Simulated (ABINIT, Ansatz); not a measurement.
# H3BrO (Cm): G0W0 with ABINIT, start to end, part 3 of 3

Aim: the G0W0 gap of H3BrO (Cm) on PBEsol, step by step.

ABINIT 10.8.3; PBEsol and many-body steps on it, plane waves. Known limits of the many-body steps: not at the basis limit; no spin-orbit coupling; coarse k mesh.

So far. Step 3 (Bands along the symmetry lines): The gap is 4.312 eV, as in the run before at this level. Step 4 (Empty states on the mesh, 4×4×2 mesh, 46 bands): On this mesh the gap is 4.312 eV.

## (5) Screening, 4×4×2 mesh, 42 bands, screening to 98 eV

The RPA dielectric matrix is built and inverted for each q.

This step: RPA screening on PBEsol, plane waves, norm-conserving pseudopotentials.

run.abi

```
acell 3*1.0 Angstrom
rprim 
  3.486419000000 -2.476209000000 0.000000000000
  3.486419000000 2.476209000000 0.000000000000
  -1.714341000000 -0.000000000000 4.084576000000
ntypat 3
znucl 1 35 8
natom 5
typat 1 1 1 2 3
xred 
  0.314472000000 0.314472000000 0.352441000000
  0.642675000000 0.307942000000 0.680036000000
  0.307942000000 0.642675000000 0.680036000000
  0.016087000000 0.016087000000 0.988660000000
  0.460242000000 0.460242000000 0.536286000000
pp_dirpath "pseudos"
pseudos "H.upf, Br.upf, O.upf"
ecut 36
ngkpt 4 4 2
nshiftk 1
shiftk 0 0 0
kptopt 1
chksymbreak 0
istwfk *1
occopt 1
irdwfk 1
optdriver 3
nband 42
ecuteps 3.6
inclvkb 2
awtr 1
symchi 1
indata_prefix "in"
outdata_prefix "out"
tmpdata_prefix "tmp"
```

Command:

```console
$ OMP_NUM_THREADS=1 mpirun -n 4 abinit run.abi > log
```

Numbers of over 12 decimals in the logs are rounded to 6 here.

The log of the run:

```text
.Version 10.8.3 of ABINIT. v10.8.2 released Aug 2026.

 Symmetries : space group Cm (#  8); Bravais mC (1-face-center monocl.)
[... echo of the input left out ...]
== DATASET  1 ==================================================================
-   mpi_nproc: 4, omp_nthreads: 1 (-1 if OMP is not activated)

--- !DatasetInfo
iteration_state: {dtset: 1, }
dimensions: {natom: 5, nkpt: 14, mband: 42, nsppol: 1, nspinor: 1, nspden: 1, mpw: 4928, }
cutoff_energies: {ecut:  36.0, pawecutdg:  -1.0, }
electrons: {nelect:   1.60000000E+01, charge:   0.00000000E+00, occopt:   1.00000000E+00, tsmear:   1.00000000E-02, }

 SCREENING: Calculation of the susceptibility and dielectric matrices

 Based on a program developped by R.W. Godby, V. Olevano, G. Onida, and L. Reining.
 Incorporated in ABINIT by V. Olevano, G.-M. Rignanese, and M. Torrent.
.Using double precision arithmetic ; gwpc =  8

[... cell and pseudopotentials left out ...]
--------------------------------------------------------------------------------

 ==== K-mesh for the wavefunctions ====
 Number of points in the irreducible wedge :    14
[... list of points left out ...]
 Together with  2 symmetry operations and time-reversal symmetry
 yields    32 points in the full Brillouin Zone.

 ==== Q-mesh for the screening function ====
 Number of points in the irreducible wedge :    14
[... list of points left out ...]
 Together with  2 symmetry operations and time-reversal symmetry
 yields    32 points in the full Brillouin Zone.

 setmesh: FFT mesh size selected  =    27x   27x   27
          total number of points  =        19683

 vcoul_init : cutoff-mode = AUXILIARY_FUNCTION
 q-points for optical limit:   1
     1)      0.000010    0.000020    0.000030

- screening: taking advantage of time-reversal symmetry
- Maximum band index for partially occupied states nbvw = 8
- Remaining bands to be divided among processors   nbcw = 34
- Number of bands treated by each node ~8

 Number of electrons calculated from density =   16.0000; Expected =   16.0000
 average of density, n =  0.033619
 r_s =    1.9221
 omega_plasma =   17.6866 [eV]

 calculating chi0 at frequencies [eV] :
  1    0.000000E+00    0.000000E+00
  2    0.000000E+00    1.768664E+01

--------------------------------------------------------------------------------
  q-point number  1        q = ( 0.000000, 0.000000, 0.000000) [r.l.u.]
--------------------------------------------------------------------------------
[... chi0 elements left out ...]
 For q-point:  0.000010 0.000020 0.000030
  dielectric constant =   2.7301
  dielectric constant without local fields =   3.1889

  Average fulfillment of the sum rule on Im[epsilon] for q-point    1 :     51.89  [%]
[... wings left out ...]
  q-point number  2        q = ( 0.250000, 0.000000, 0.000000) [r.l.u.]
--------------------------------------------------------------------------------
[... chi0 elements left out ...]
  Average fulfillment of the sum rule on Im[epsilon] for q-point    2 :     72.50  [%]

 [... 12 further q-points ...]
```

Elapsed: 20 s, on 4 MPI ranks of Intel Xeon Platinum 8175M at 2.50GHz (Skylake/Cascade Lake), shared host; peak memory 0.73 GiB.

Numbers from this step:

```yaml
eps_infinity_with_local_fields_on_this_mesh_along_the_program_s_q_direction: 2.730
the_same_without_local_fields: 3.189
plasma_frequency: 17.69 eV
plane_waves_in_the_screening_matrix: 159
```

Local fields lower ε∞ by 14 %. On a Γ-centred mesh this coarse the value itself is usually too large, while a short band sum pulls it down.

## (6) Self-energy, 4×4×2 mesh, 42 bands, screening to 98 eV

The self-energy is evaluated for the states that the input lists, and the levels follow from it, in one-shot runs by the linearised quasiparticle equation.

This step: G0W0 on PBEsol, plane waves, norm-conserving pseudopotentials.

Changes to run.abi since step 5:

```diff
@@ -26,8 +26,15 @@
 irdwfk 1
-optdriver 3
+optdriver 4
 nband 42
+gwcalctyp 0
+ecutsigx 36
+symsigma 1
+nkptgw 1
+kptgw 
+  0.0000000000 0.0000000000 0.0000000000
+bdgw 
+  7 10
 ecuteps 3.6
-inclvkb 2
-awtr 1
-symchi 1
+irdscr 1
+ppmodel 1
 indata_prefix "in"
```

The log of the run:

```text
.Version 10.8.3 of ABINIT. v10.8.2 released Aug 2026.

 Symmetries : space group Cm (#  8); Bravais mC (1-face-center monocl.)
[... echo of the input left out ...]
== DATASET  1 ==================================================================
-   mpi_nproc: 4, omp_nthreads: 1 (-1 if OMP is not activated)

--- !DatasetInfo
iteration_state: {dtset: 1, }
dimensions: {natom: 5, nkpt: 14, mband: 42, nsppol: 1, nspinor: 1, nspden: 1, mpw: 4928, }
cutoff_energies: {ecut:  36.0, pawecutdg:  -1.0, }
electrons: {nelect:   1.60000000E+01, charge:   0.00000000E+00, occopt:   1.00000000E+00, tsmear:   1.00000000E-02, }

 SIGMA: Calculation of the GW corrections

 Based on a program developped by R.W. Godby, V. Olevano, G. Onida, and L. Reining.
 Incorporated in ABINIT by V. Olevano, G.-M. Rignanese, and M. Torrent.
.Using double precision arithmetic ; gwpc =  8

[... cell and pseudopotentials left out ...]
--------------------------------------------------------------------------------

 ==== K-mesh for the wavefunctions ====
 Number of points in the irreducible wedge :    14
[... list of points left out ...]
 Together with  2 symmetry operations and time-reversal symmetry
 yields    32 points in the full Brillouin Zone.

 ==== Q-mesh for screening function ====
 Number of points in the irreducible wedge :    14
[... list of points left out ...]
 Together with  2 symmetry operations and time-reversal symmetry
 yields    32 points in the full Brillouin Zone.

 vcoul_init : cutoff-mode = AUXILIARY_FUNCTION
 q-points for optical limit:   1
     1)      0.000010    0.000020    0.000030
 setmesh: FFT mesh size selected  =    45x   45x   45
          total number of points  =        91125

 Number of electrons calculated from density =   16.0000; Expected =   16.0000
 average of density, n =  0.033619
 r_s =    1.9221
 omega_plasma =   17.6866 [eV]

 === KS Band Gaps ===
  >>>> For spin  1
   Minimum direct gap =   4.3122 [eV], located at k-point      :   0.0000  0.0000  0.0000
   Fundamental gap    =   4.3122 [eV], Top of valence bands at :   0.0000  0.0000  0.0000
                                       Bottom of conduction at :   0.0000  0.0000  0.0000
 SIGMA fundamental parameters:
 PLASMON POLE MODEL  1
 number of plane-waves for SigmaX                 4873
 number of plane-waves for SigmaC and W            159
 number of plane-waves for wavefunctions          4873
 number of bands                                    42
 number of independent spin polarizations            1
 number of spinorial components                      1
 number of k-points in IBZ                          14
 number of q-points in IBZ                          14
 number of symmetry operations                       2
 number of k-points in BZ                           32
 number of q-points in BZ                           32
 number of frequencies for dSigma/dE                 9
 frequency step for dSigma/dE [eV]                0.25
 number of omega for Sigma on real axis              0
 max omega for Sigma on real axis  [eV]           0.00
 zcut for avoiding poles [eV]                     0.10

 EPSILON^-1 parameters (SCR file):
 dimension of the eps^-1 matrix on file            159
 dimension of the eps^-1 matrix used               159
 number of plane-waves for wavefunctions          4873
 number of bands                                    42
 number of q-points in IBZ                          14
 number of frequencies                               2
 number of real frequencies                          1
 number of imag frequencies                          1

 matrix elements of self-energy operator (all in [eV])

 Perturbative Calculation

--- !SelfEnergy_ee
iteration_state: {dtset: 1, }
kpoint     : [   0.000,    0.000,    0.000, ]
spin       : 1
KS_gap     :    4.312
QP_gap     :    6.601
Delta_QP_KS:    2.288
data: !SigmaeeData |
     Band     E0 <VxcDFT>   SigX SigC(E0)      Z dSigC/dE  Sig(E)    E-E0       E
        7  -2.000 -13.261 -16.798   2.246   0.824  -0.213 -14.325  -1.064  -3.064
        8  -1.510 -12.883 -16.587   2.298   0.823  -0.215 -14.040  -1.157  -2.667
        9   2.802  -8.390  -4.469  -2.606   0.861  -0.161  -7.258   1.132   3.934
       10   6.680  -6.879  -2.731  -2.716   0.865  -0.156  -5.640   1.239   7.918

== END DATASET(S) ==============================================================
================================================================================

 -outvars: echo values of variables after computation  --------
           etotal      0.0000000000E+00
            nband          42
             nkpt          14
          spgroup           8
 [... the other variables as echoed above ...]

 Calculation completed.
```

It took 5.3 s on 4 MPI ranks; peak memory 0.5 GiB; 20 s of CPU time.

Numbers from this step:

```
G0W0 gap on the points computed              : 6.601 eV
starting gap on the mesh                     : 4.312 eV
k of the valence top                         : 0, 0, 0
k of the conduction bottom                   : 0, 0, 0
Z at the valence top                         : 0.823
Z at the conduction bottom                   : 0.861
least direct G0W0 gap on the computed points : 6.601 eV
```

The gap on the mesh goes from 4.31 eV to 6.60 eV, a correction of +2.29 eV.

Limits: finite bands, cutoff and mesh; no spin-orbit coupling; coarse k mesh. v1 is the top filled band, c1 the lowest empty one. Levels before and after the correction, in eV, zero at the valence-band top of each column:

```csv
,conduction bottom,valence top
Kohn-Sham,4.31,0.00
G0W0,6.60,0.00
```

```csv
,level,energy (eV)
Kohn-Sham,Γ v2,-0.490
Kohn-Sham,Γ v1,0.000
Kohn-Sham,Γ c1,4.312
Kohn-Sham,Γ c2,8.190
G0W0,Γ v2,-0.397
G0W0,Γ v1,0.000
G0W0,Γ c1,6.601
G0W0,Γ c2,10.585
```

## (7) Where the time went

Times are wall times on 4 MPI ranks of Intel Xeon Platinum 8175M at 2.50GHz (Skylake/Cascade Lake), shared host, good to a factor of about two.

```csv
step,time,share,memory (GiB)
ground state,75 s,46 %,0.42
bands along the symmetry lines,31 s,19 %,0.38
empty states on the mesh,31 s,19 %,0.35
screening,20 s,12 %,0.73
self-energy,5.3 s,3 %,0.5
```

## (8) What came out

```yaml
pbesol_gap: 4.31 eV, direct
g0w0_gap_on_the_mesh: 6.60 eV
gw_settings: 4×4×2 mesh, 42 bands, screening to 98 eV, Godby-Needs plasmon pole
known_limits: not at the basis limit; no spin-orbit coupling; coarse k mesh
```

In words: G0W0 moves the gap on the mesh from 4.31 eV to 6.60 eV (+2.29 eV), with Z of 0.82 and 0.86 at the edges. Local fields lower the RPA ε∞ on this mesh from 3.19 to 2.73; a Γ-centred mesh this coarse tends to raise both, most where the direct gap is narrow, while a short band sum lowers them. Only 1 of the mesh's irreducible points was corrected, so a valley elsewhere could overtake. The dearest step here is «ground state». Bands and cutoff are finite, so the gap is not at the basis limit. The miss can reach some tenths of an eV and take either sign; the mesh is an error of its own. In the G0W0 run levels were corrected at 1 k point alone, so a gap called «on the mesh» is the least over those, and an edge elsewhere would be missed. The 4×4×2 mesh is coarse for this cell, which bears on the long-range parts of exchange and screening. The many-body steps are scalar-relativistic: spin-orbit coupling is not in them.

[Paths, hosts, dates, memory and timing lines, banners, echoed tables and standing remarks are left out of the program output.]

[Logs are printed without paths, hosts, clocks, repeated set-up lines and the standing remarks that a program may print on its own settings, such as how far it seeks lower states.]

[Runs of the session that timed out or met a known fault of the program may be left out.]

[Hosts, paths, dates, database ids (printed as entryN), source tags and the programs' standing remarks are cut or masked in the printed files.]

[G0W0 gaps are taken among the corrected bands and points alone; a level outside them can change the order at an edge.]

[Where Ansatz stands beside ABINIT at settings called matched, ABINIT's density can come from a denser mesh and the files from another edition; pairs whose starting gaps differed by over 0.03 eV were left out, so agreement reads better than it is.]
